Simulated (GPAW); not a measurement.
# CO/Ti(0001): work function by functional and basis

Wanted: work functions and dipole of CO/Ti(0001), with the cost of each level.

Method: GPAW, PAW setups; slab in vacuum, in GPAW 26.7.0.

This is a report of a sequence of runs, with most program output left out.

## 1. The structure

The cell holds 6 atoms: 4 Ti, 1 C and 1 O. Its edges and angles: a = 2.950 Å, b = 2.950 Å, c = 28.029 Å, α = 90.0°, β = 90.0°, γ = 60.0°. Vacuum lies along c.

## 2. Relaxing the atoms

The atoms are relaxed first, since the surface dipole, and with it the work function, follows the positions of the outer layers. The lowest 2 atoms are held at bulk positions and keep their forces.

run.py

```python
import json
import numpy as np
from ase import Atoms
from ase.constraints import FixAtoms
from ase.optimize import BFGS
from gpaw import GPAW, PW

slab = Atoms(
    ['Ti', 'Ti', 'Ti', 'Ti', 'C', 'O'],
    positions=[
        [2.95000, 1.70318, 9.00000],
        [0.00000, 0.00000, 11.34230],
        [2.95000, 1.70318, 13.68460],
        [0.00000, 0.00000, 16.02690],
        [1.47500, 0.00000, 17.86917],
        [1.47500, 0.00000, 19.02917]],
    cell=[[2.95, 0.0, 0.0], [1.475, 2.55477, 0.0], [0.0, 0.0, 28.02917]],
    pbc=[True, True, False])

slab.calc = GPAW(mode=PW(500), xc='PBE', kpts={'size': (12, 12, 1), 'gamma': True},
                 occupations={'name': 'fermi-dirac', 'width': 0.1}, nbands='160%',
                 convergence={'density': 1e-05}, maxiter=200,
                 poissonsolver={'dipolelayer': 'xy'},
                 symmetry={'tolerance': 1e-3, 'extra_ids': [1, 1, 0, 0, 0, 0]}, txt='slab.txt')
result = {}
slab.set_constraint(FixAtoms([0, 1]))
path = []
opt = BFGS(slab, maxstep=0.2)
opt.attach(lambda: path.append((slab.get_potential_energy(), slab.positions.tolist(), slab.get_forces().tolist())))
result['relaxed'] = bool(opt.run(fmax=0.03, steps=40))
result['path'] = path
energy = slab.get_potential_energy()
fermi = slab.calc.get_fermi_level()
v = slab.calc.get_electrostatic_potential().mean((0, 1)) - fermi
n = slab.calc.get_pseudo_density().mean((0, 1))
L = slab.cell[2, 2]
z = np.arange(len(v)) * L / len(v)
low, high = slab.positions[:, 2].min(), slab.positions[:, 2].max()
below, above = np.interp([low - 6.8, high + 6.8], z, v)
slopes = [np.interp(x, z, np.gradient(v, z)) for x in (low - 6.8, high + 6.8)]
eps = np.array([[slab.calc.get_eigenvalues(k, s) for k in range(len(slab.calc.get_ibz_k_points()))]
                for s in range(slab.calc.get_number_of_spins())]) - fermi
top, bottom = eps[eps < 0].max(), eps[eps > 0].min()
dipole = slab.get_dipole_moment()[2]
print(f'energy {energy:.4f} eV, Fermi level {fermi:.4f} eV, dipole {dipole:.5f} e A')
print(f'potential 6.8 A off the faces, from the Fermi level: lower {below:.4f} eV, upper {above:.4f} eV')
print(f'slope of the potential there: lower {slopes[0]:.5f}, upper {slopes[1]:.5f} eV/A')
print(f'nearest levels on the mesh: {top:.4f} and {bottom:.4f} eV')
print('magnetic moment', round(slab.get_magnetic_moment(), 3))
result.update(energy=energy, fermi=fermi, dipole=dipole, below=below, above=above, slopes=slopes, edges=[top, bottom],
              z=z.tolist(), v=v.tolist(), n=n.tolist(), positions=slab.positions.tolist(),
              forces=slab.get_forces(apply_constraint=False).tolist(), moments=slab.get_magnetic_moments().tolist())
json.dump(result, open('result.json', 'w'))
```

Started as:

```console
OMP_NUM_THREADS=1 OPENBLAS_NUM_THREADS=1 python run.py
```

The job ended after 4.2 h (1 thread of Arm Neoverse V1, shared host; peak memory 0.44 GiB).

The run stopped without converging, so none of its numbers is a property of the system.

## 3. The slab's potential

The work function is the vacuum plateau of the electrostatic potential less the Fermi level; a dipole layer lets the two faces have plateaus of their own.

This step: GPAW, PAW setups; slab in vacuum (GPAW 26.7.0).

run.py, as its differences from that of step 2:

```diff
@@ -3,4 +3,2 @@
 from ase import Atoms
-from ase.constraints import FixAtoms
-from ase.optimize import BFGS
 from gpaw import GPAW, PW
@@ -12,6 +10,6 @@
         [0.00000, 0.00000, 11.34230],
-        [2.95000, 1.70318, 13.68460],
-        [0.00000, 0.00000, 16.02690],
-        [1.47500, 0.00000, 17.86917],
-        [1.47500, 0.00000, 19.02917]],
+        [2.95000, 1.79403, 13.69042],
+        [-0.00000, 0.31754, 15.95034],
+        [1.47500, -0.36787, 17.50836],
+        [1.47500, -0.42636, 18.68539]],
     cell=[[2.95, 0.0, 0.0], [1.475, 2.55477, 0.0], [0.0, 0.0, 28.02917]],
@@ -23,10 +21,4 @@
                  poissonsolver={'dipolelayer': 'xy'},
-                 symmetry={'tolerance': 1e-3, 'extra_ids': [1, 1, 0, 0, 0, 0]}, txt='slab.txt')
+                 symmetry={'tolerance': 1e-3}, txt='slab.txt')
 result = {}
-slab.set_constraint(FixAtoms([0, 1]))
-path = []
-opt = BFGS(slab, maxstep=0.2)
-opt.attach(lambda: path.append((slab.get_potential_energy(), slab.positions.tolist(), slab.get_forces().tolist())))
-result['relaxed'] = bool(opt.run(fmax=0.03, steps=40))
-result['path'] = path
 energy = slab.get_potential_energy()
```

The job ended after 9.7 min (1 thread; peak memory 0.43 GiB).

This run has no spin polarisation, although Ti can carry a moment.

This step gave:

```yaml
dipole_along_the_normal: -0.07969 e·Å
levels_nearest_the_fermi_level_on_the_mesh: -0.002412, 0.002826 eV from the Fermi level
upper_work_function: 6.335 eV
lower_work_function: 4.415 eV
```

The electrostatic potential energy of an electron (without an applied field's), less the Fermi level, planar mean oscillates, so the rows of the table below give means over windows of 2.19 Å about each position, cut where the curve ends. Its maxima inside the range that stand out by 2 % of the span (Å: eV): 10.2: -0.192, 12.5: -0.366, 14.8: -0.764, 16.9: -3.40, 18.1: -1.22, 27.6: 6.34. Its minima: 9.0: -19.6, 11.3: -19.5, 13.7: -19.4, 15.9: -19.6, 17.5: -11.8, 18.7: -9.14.

The electrostatic potential energy of an electron (without an applied field's), less the Fermi level, planar mean by z; means over each step:

| z (Å) | electrostatic potential energy of an electron (without an applied field's), less the Fermi level, planar mean (eV) |
| --- | --- |
| 1.09 | 4.50 |
| 3.29 | 4.42 |
| 5.48 | 4.36 |
| 7.67 | -0.760 |
| 9.86 | -7.87 |
| 12.05 | -8.21 |
| 14.24 | -8.71 |
| 16.43 | -10.6 |
| 18.62 | -2.47 |
| 20.81 | 6.28 |
| 23.00 | 6.33 |
| 25.19 | 6.34 |
| 27.38 | 6.27 |

The pseudo valence density, planar mean oscillates, so the rows of the table below give means over windows of 2.38 Å about each position, cut where the curve ends. Its maxima inside the range that stand out by 2 % of the span (Å: e/Å³): 9.0: 1.61, 11.2: 1.56, 13.7: 1.61, 16.0: 1.59, 18.7: 0.885. Its minima: 10.1: 0.193, 12.6: 0.189, 14.9: 0.208, 16.8: 0.364.

Pseudo valence density, planar mean against z; means over each step:

| z (Å) | pseudo valence density, planar mean (e/Å³) |
| --- | --- |
| 3.57 | 2.3e-5 |
| 5.95 | 0.00450 |
| 8.33 | 0.581 |
| 10.71 | 0.677 |
| 13.09 | 0.678 |
| 15.47 | 0.697 |
| 17.85 | 0.531 |
| 20.23 | 0.0650 |
| 22.61 | 5.2e-6 |

Force by atom:

| atom | x (eV/Å) | y (eV/Å) | z (eV/Å) | size |
| --- | --- | --- | --- | --- |
| Ti1 | 0.000 | 0.012 | 0.540 | 0.541 |
| Ti2 | 0.000 | 0.043 | -0.595 | 0.597 |
| Ti3 | 0.000 | 0.041 | -0.015 | 0.044 |
| Ti4 | 0.000 | -0.086 | 0.011 | 0.087 |
| C5 | 0.000 | 0.020 | 0.327 | 0.328 |
| O6 | 0.000 | -0.031 | -0.265 | 0.266 |

The potential is flat to 0.001 eV/Å where it is read, so the vacuum is wide enough.

## 4. Self-consistent run: xc = "revPBE"

The same geometry under revPBE, to see how far the functional moves the levels against the vacuum.

run.py, as its differences from that of step 3:

```diff
@@ -17,3 +17,3 @@
 
-slab.calc = GPAW(mode=PW(500), xc='PBE', kpts={'size': (12, 12, 1), 'gamma': True},
+slab.calc = GPAW(mode=PW(500), xc='revPBE', kpts={'size': (12, 12, 1), 'gamma': True},
                  occupations={'name': 'fermi-dirac', 'width': 0.1}, nbands='160%',
```

It took 9.6 min on 1 thread; peak memory 0.43 GiB.

Numbers from this step:

```yaml
dipole_along_the_normal: -0.07785 e·Å
levels_nearest_the_fermi_level_on_the_mesh: -4.14e-4, 0.007909 eV from the Fermi level
upper_work_function: 6.193 eV
lower_work_function: 4.317 eV
```

The electrostatic potential energy of an electron (without an applied field's), less the Fermi level, planar mean oscillates, so the rows of the table below give means over windows of 2.19 Å about each position, cut where the curve ends. Its maxima inside the range that stand out by 2 % of the span (Å: eV): 10.2: -0.270, 12.5: -0.446, 14.8: -0.842, 16.9: -3.50, 18.1: -1.33, 27.6: 6.19. Its minima: 9.0: -19.7, 11.3: -19.6, 13.7: -19.5, 15.9: -19.7, 17.5: -11.9, 18.7: -9.25.

Table of electrostatic potential energy of an electron (without an applied field's), less the Fermi level, planar mean by z; means over each step:

| z (Å) | electrostatic potential energy of an electron (without an applied field's), less the Fermi level, planar mean (eV) |
| --- | --- |
| 1.09 | 4.40 |
| 3.29 | 4.32 |
| 5.48 | 4.27 |
| 7.67 | -0.846 |
| 9.86 | -7.95 |
| 12.05 | -8.29 |
| 14.24 | -8.79 |
| 16.43 | -10.7 |
| 18.62 | -2.59 |
| 20.81 | 6.14 |
| 23.00 | 6.19 |
| 25.19 | 6.19 |
| 27.38 | 6.13 |

The pseudo valence density, planar mean oscillates, so the rows of the table below give means over windows of 2.38 Å about each position, cut where the curve ends. Its maxima inside the range that stand out by 2 % of the span (Å: e/Å³): 9.0: 1.62, 11.2: 1.56, 13.7: 1.61, 16.0: 1.59, 17.4: 0.438, 18.7: 0.885. Its minima: 10.1: 0.193, 12.6: 0.189, 14.9: 0.209, 16.8: 0.364, 17.5: 0.406.

The pseudo valence density, planar mean by z; means over each step:

| z (Å) | pseudo valence density, planar mean (e/Å³) |
| --- | --- |
| 3.57 | 2.4e-5 |
| 5.95 | 0.00447 |
| 8.33 | 0.581 |
| 10.71 | 0.677 |
| 13.09 | 0.678 |
| 15.47 | 0.697 |
| 17.85 | 0.531 |
| 20.23 | 0.0649 |
| 22.61 | 5.4e-6 |

Force by atom:

| atom | x (eV/Å) | y (eV/Å) | z (eV/Å) | size |
| --- | --- | --- | --- | --- |
| Ti1 | 0.000 | 0.012 | 0.428 | 0.428 |
| Ti2 | 0.000 | 0.045 | -0.594 | 0.595 |
| Ti3 | 0.000 | 0.046 | -0.019 | 0.050 |
| Ti4 | 0.000 | -0.091 | -0.020 | 0.094 |
| C5 | 0.000 | 0.028 | 0.189 | 0.191 |
| O6 | 0.000 | -0.040 | 0.022 | 0.046 |

The upper face's work function is 6.193 eV, against 6.335 eV in the first plane-wave PBE run at this geometry.

## 5. OptPBE vdW: xc = "optPBE-vdW"

The same geometry under optPBE-vdW, to see how far the functional moves the levels against the vacuum (the van der Waals functionals take revPBE setups).

run.py, as its differences from that of step 4:

```diff
@@ -17,3 +17,3 @@
 
-slab.calc = GPAW(mode=PW(500), xc='revPBE', kpts={'size': (12, 12, 1), 'gamma': True},
+slab.calc = GPAW(mode=PW(500), xc='optPBE-vdW', kpts={'size': (12, 12, 1), 'gamma': True},
                  occupations={'name': 'fermi-dirac', 'width': 0.1}, nbands='160%',
```

Elapsed: 12 min, on 1 thread; peak memory 0.62 GiB.

Numbers from this step:

```yaml
dipole_along_the_normal: -0.08465 e·Å
levels_nearest_the_fermi_level_on_the_mesh: -0.009788, 1.25e-4 eV from the Fermi level
upper_work_function: 6.600 eV
lower_work_function: 4.561 eV
```

The electrostatic potential energy of an electron (without an applied field's), less the Fermi level, planar mean oscillates, so the rows of the table below give means over windows of 2.19 Å about each position, cut where the curve ends. Its maxima inside the range that stand out by 2 % of the span (Å: eV): 10.2: -0.218, 12.5: -0.378, 14.8: -0.770, 16.9: -3.36, 18.1: -1.15, 27.6: 6.60. Its minima: 9.0: -19.5, 11.3: -19.4, 13.7: -19.3, 15.9: -19.5, 17.5: -11.8, 18.7: -8.97.

Table of electrostatic potential energy of an electron (without an applied field's), less the Fermi level, planar mean by z; means over each step:

| z (Å) | electrostatic potential energy of an electron (without an applied field's), less the Fermi level, planar mean (eV) |
| --- | --- |
| 1.09 | 4.65 |
| 3.29 | 4.56 |
| 5.48 | 4.50 |
| 7.67 | -0.690 |
| 9.86 | -7.83 |
| 12.05 | -8.16 |
| 14.24 | -8.66 |
| 16.43 | -10.6 |
| 18.62 | -2.33 |
| 20.81 | 6.54 |
| 23.00 | 6.60 |
| 25.19 | 6.60 |
| 27.38 | 6.53 |

The upper face's work function is 6.600 eV, against 6.335 eV in the first plane-wave PBE run at this geometry.

## 6. Self-consistent run: xc = "RPBE"

The same geometry under RPBE, to see how far the functional moves the levels against the vacuum.

run.py, as its differences from that of step 5:

```diff
@@ -17,3 +17,3 @@
 
-slab.calc = GPAW(mode=PW(500), xc='optPBE-vdW', kpts={'size': (12, 12, 1), 'gamma': True},
+slab.calc = GPAW(mode=PW(500), xc='RPBE', kpts={'size': (12, 12, 1), 'gamma': True},
                  occupations={'name': 'fermi-dirac', 'width': 0.1}, nbands='160%',
```

Wall time 10 min (1 thread); peak memory 0.43 GiB.

This step gave:

```
dipole along the normal                    : -0.07820 e·Å
levels nearest the Fermi level on the mesh : -0.001363, 0.009142 eV from the Fermi level
upper work function                        : 6.190 eV
lower work function                        : 4.306 eV
```

The upper face's work function is 6.190 eV, against 6.335 eV in the first plane-wave PBE run at this geometry.

## 7. Self-consistent run

The same geometry under vdW-DF2, to see how far the functional moves the levels against the vacuum (the van der Waals functionals take revPBE setups).

run.py, as its differences from that of step 6:

```diff
@@ -17,3 +17,3 @@
 
-slab.calc = GPAW(mode=PW(500), xc='RPBE', kpts={'size': (12, 12, 1), 'gamma': True},
+slab.calc = GPAW(mode=PW(500), xc='vdW-DF2', kpts={'size': (12, 12, 1), 'gamma': True},
                  occupations={'name': 'fermi-dirac', 'width': 0.1}, nbands='160%',
```

Run time: 41 min. Hardware: 1 thread; peak memory 0.63 GiB.

The run was cut off at its time limit.

## 8. Self-consistent run: xc = "LDA"

The same geometry under LDA, to see how far the functional moves the levels against the vacuum.

run.py, as its differences from that of step 7:

```diff
@@ -17,3 +17,3 @@
 
-slab.calc = GPAW(mode=PW(500), xc='vdW-DF2', kpts={'size': (12, 12, 1), 'gamma': True},
+slab.calc = GPAW(mode=PW(500), xc='LDA', kpts={'size': (12, 12, 1), 'gamma': True},
                  occupations={'name': 'fermi-dirac', 'width': 0.1}, nbands='160%',
```

Run time: 8.2 min. Hardware: 1 thread; peak memory 0.43 GiB.

Numbers from this step:

* dipole along the normal: -0.08702 e·Å
* levels nearest the Fermi level on the mesh: -4.08e-5, 0.004463 eV from the Fermi level
* upper work function: 6.690 eV
* lower work function: 4.594 eV

The upper face's work function is 6.690 eV, against 6.335 eV in the first plane-wave PBE run at this geometry.

## 9. Real-space grid: mode = "fd"

A real-space grid is a second complete basis, so it checks the plane-wave result.

run.py, as its differences from that of step 8:

```diff
@@ -3,3 +3,3 @@
 from ase import Atoms
-from gpaw import GPAW, PW
+from gpaw import GPAW
 
@@ -17,3 +17,3 @@
 
-slab.calc = GPAW(mode=PW(500), xc='LDA', kpts={'size': (12, 12, 1), 'gamma': True},
+slab.calc = GPAW(mode='fd', h=0.18, xc='PBE', kpts={'size': (12, 12, 1), 'gamma': True},
                  occupations={'name': 'fermi-dirac', 'width': 0.1}, nbands='160%',
```

Run time: 32 min. Hardware: 1 thread; peak memory 1.8 GiB.

Numbers from this step:

```
dipole along the normal                    : -0.08063 e·Å
levels nearest the Fermi level on the mesh : -0.001982, 0.003418 eV from the Fermi level
upper work function                        : 6.350 eV
lower work function                        : 4.414 eV
```

The electrostatic potential energy of an electron (without an applied field's), less the Fermi level, planar mean oscillates, so the rows of the table below give means over windows of 2.2 Å about each position, cut where the curve ends. Its maxima inside the range that stand out by 2 % of the span (Å: eV): 10.2: -0.184, 12.5: -0.367, 14.8: -0.727, 16.9: -3.38, 18.1: -1.16. Its minima: 9.0: -19.6, 11.3: -19.4, 13.7: -19.4, 16.0: -19.6, 17.5: -11.9, 18.7: -9.09.

Table of electrostatic potential energy of an electron (without an applied field's), less the Fermi level, planar mean by z; means over each step:

| z (Å) | electrostatic potential energy of an electron (without an applied field's), less the Fermi level, planar mean (eV) |
| --- | --- |
| 1.10 | 4.43 |
| 3.30 | 4.41 |
| 5.50 | 4.36 |
| 7.70 | -1.12 |
| 9.90 | -7.83 |
| 12.10 | -8.11 |
| 14.30 | -8.67 |
| 16.50 | -10.8 |
| 18.70 | -1.77 |
| 20.90 | 6.32 |
| 23.10 | 6.35 |
| 25.30 | 6.35 |
| 27.50 | 6.35 |

The upper face's work function is 6.350 eV, against 6.335 eV in the first plane-wave PBE run at this geometry.

## 10. All levels side by side

Times are for 1 thread of Arm Neoverse V1, shared host. Results by setting:

| no. | run | upper work function (eV) | lower work function (eV) | time | memory (GiB) |
| --- | --- | --- | --- | --- | --- |
| 1 | pw | 6.335 | 4.415 | 9.7 min | 0.43 |
| 2 | revPBE | 6.193 | 4.317 | 9.6 min | 0.43 |
| 3 | optPBE vdW | 6.600 | 4.561 | 12 min | 0.62 |
| 4 | RPBE | 6.190 | 4.306 | 10 min | 0.43 |
| 5 | LDA | 6.690 | 4.594 | 8.2 min | 0.43 |
| 6 | fd | 6.350 | 4.414 | 32 min | 1.8 |

## 11. Atomic orbitals

Atom-centred orbitals end a few angstrom from the surface, which tests how much the density's tail matters.

run.py, as its differences from that of step 9:

```diff
@@ -17,4 +17,4 @@
 
-slab.calc = GPAW(mode='fd', h=0.18, xc='PBE', kpts={'size': (12, 12, 1), 'gamma': True},
-                 occupations={'name': 'fermi-dirac', 'width': 0.1}, nbands='160%',
+slab.calc = GPAW(mode='lcao', basis='dzp', h=0.18, xc='PBE', kpts={'size': (12, 12, 1), 'gamma': True},
+                 occupations={'name': 'fermi-dirac', 'width': 0.1}, nbands='120%',
                  convergence={'density': 1e-05}, maxiter=200,
```

Run time: 14 min. Hardware: 1 thread; peak memory 0.46 GiB.

The run was cut off at its time limit.

## 12. Side by side

Results and costs are gathered.

This step: comparison of work functions, dipole and cost (GPAW 26.7.0).

Ladder, by row:

| step | code | work function, upper (eV) | work function, lower (eV) | dipole (e Å) | wall time (s) | peak memory (GiB) | threads |
| --- | --- | --- | --- | --- | --- | --- | --- |
| pw | GPAW | 6.335 | 4.415 | -0.07969 | 581 | 0.43 | 1 |
| revPBE | GPAW | 6.193 | 4.317 | -0.07785 | 573.3 | 0.43 | 1 |
| optPBE-vdW | GPAW | 6.6 | 4.561 | -0.08465 | 691 | 0.62 | 1 |
| RPBE | GPAW | 6.19 | 4.306 | -0.0782 | 606 | 0.43 | 1 |
| LDA | GPAW | 6.69 | 4.594 | -0.08702 | 493.2 | 0.43 | 1 |
| fd | GPAW | 6.35 | 4.414 | -0.08063 | 1939 | 1.84 | 1 |

## 13. A changed run

One more run, with changed settings.

This step: GPAW, PAW setups; slab in vacuum (GPAW 26.7.0).

run.py, as its differences from that of step 11:

```diff
@@ -3,3 +3,3 @@
 from ase import Atoms
-from gpaw import GPAW
+from gpaw import GPAW, PW
 
@@ -17,5 +17,5 @@
 
-slab.calc = GPAW(mode='lcao', basis='dzp', h=0.18, xc='PBE', kpts={'size': (12, 12, 1), 'gamma': True},
-                 occupations={'name': 'fermi-dirac', 'width': 0.1}, nbands='120%',
-                 convergence={'density': 1e-05}, maxiter=200,
+slab.calc = GPAW(mode=PW(500), xc='pbe96', kpts={'size': (12, 12, 1), 'gamma': True},
+                 occupations={'name': 'fermi-dirac', 'width': 0.1}, nbands='160%',
+                 convergence={'density': 1e-05}, maxiter=100,
                  poissonsolver={'dipolelayer': 'xy'},
```

Run time: 0.81 s. Hardware: 1 thread; peak memory 0.1 GiB.

The program refused the input before any cycle.

The program's message: “NameError: Unknown functional: pbe96.”

The change that led to it: xc = "pbe96".

## 14. What came out

```json
{
  "work function, upper and lower face": "6.335 and 4.415 eV",
  "dipole along the normal": "-0.0797 e Å"
}
```

In words: With plane waves and PBE the work function is 6.34 eV on the upper face and 4.42 eV on the lower. The two faces differ by 1.9 eV, the step that the slab's dipole makes (e p/(ε0 A) gives 1.9 eV), so the dipole layer is needed. Over the sound runs of the table the upper face's work function spans 6.190 (RPBE) to 6.690 eV (LDA). The relaxation ended at its step limit with forces up to 0.33 eV/Å on free atoms, against a target of 0.03, so all later values belong to an unfinished geometry. At this geometry GPAW leaves forces of up to 0.33 eV/Å on free atoms, so it isn't GPAW's own minimum, and dipole and steps would shift on relaxing there. The cell of 7.54 Å² holds one CO, started on one chosen site; other sites and coverages weren't tried. The runs had no spin polarisation, so a magnetic state, which thin layers of d-metal atoms can have, wasn't tested. The in-plane lattice was kept as typed, which isn't the functional's own and leaves some strain; spin-orbit coupling and temperature are left out.

[Logs are printed without paths, hosts, clocks, repeated set-up lines and the standing remarks that a program may print on its own settings, such as how far it seeks lower states.]

[Hosts, paths, dates, database ids (printed as entryN), source tags and the programs' standing remarks are cut or masked in the printed files.]
